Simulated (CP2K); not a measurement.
Consider fluorooxirane at its PBE geometry (Å).

```xyz
7

F     1.4572   -0.9664   -0.4082
C     0.6845    0.1046    0.0110
C    -0.7711   -0.0053   -0.0866
O    -0.0436   -0.0947    1.1940
H     1.2541    1.0330   -0.0788
H    -1.3938    0.8840   -0.2043
H    -1.1873   -0.9552   -0.4271
```

Method: CP2K XAS_TDP, all-electron GAPW, PBEh(45%), aug-cc-pVDZ, TDA, GW2X-corrected core level, no relativity.

Question: Predict the bright core excitations at the C K edge.

Leading lines: C2 293.91 eV and C3 290.86 eV. The leading line of an atom is its first one with 35 % of the strongest within 2.5 eV of its lowest line over the strength cut. Core ionisation energies at this level: C2 296.62 and C3 294.50 eV.

The first six lines of each atom with a strength over 0.0015:

```
                        atom  energy (eV)  states  strength, one atom  above the computed threshold
C2 (bonded to C, F, O and H)       293.91       1              0.0536                              
                                   294.13       1              0.0577                              
                                   294.64       1              0.0176                              
                                   294.89       1              0.0044                              
                                   296.98       1              0.0093                           yes
                                   297.10       1              0.0080                           yes
 C3 (bonded to C, O and 2 H)       290.86       1              0.0496                              
                                   292.30       1              0.0089                              
                                   292.81       1              0.0199                              
                                   293.40       1              0.0152                              
                                   293.64       1              0.0088                              
                                   294.59       1              0.0059                           yes
```

Lines are vertical, at one geometry, with no vibrational structure. GW2X ionisation energies and lines can be off by 1 to 2 eV either way, and a good line position may hide errors that cancel. These values hold no scalar relativity, about 0.1 eV for C 1s. Rydberg lines, and the discretised continuum above threshold, depend on the basis and the box.

[Banner, clock and machine lines of the logs are left out without a mark of their own.]

[Logs are printed without paths, hosts, clocks, repeated set-up lines and the standing remarks that a program may print on its own settings, such as how far it seeks lower states.]

[Hosts, paths, dates, database ids (printed as entryN), source tags and the programs' standing remarks are cut or masked in the printed files.]
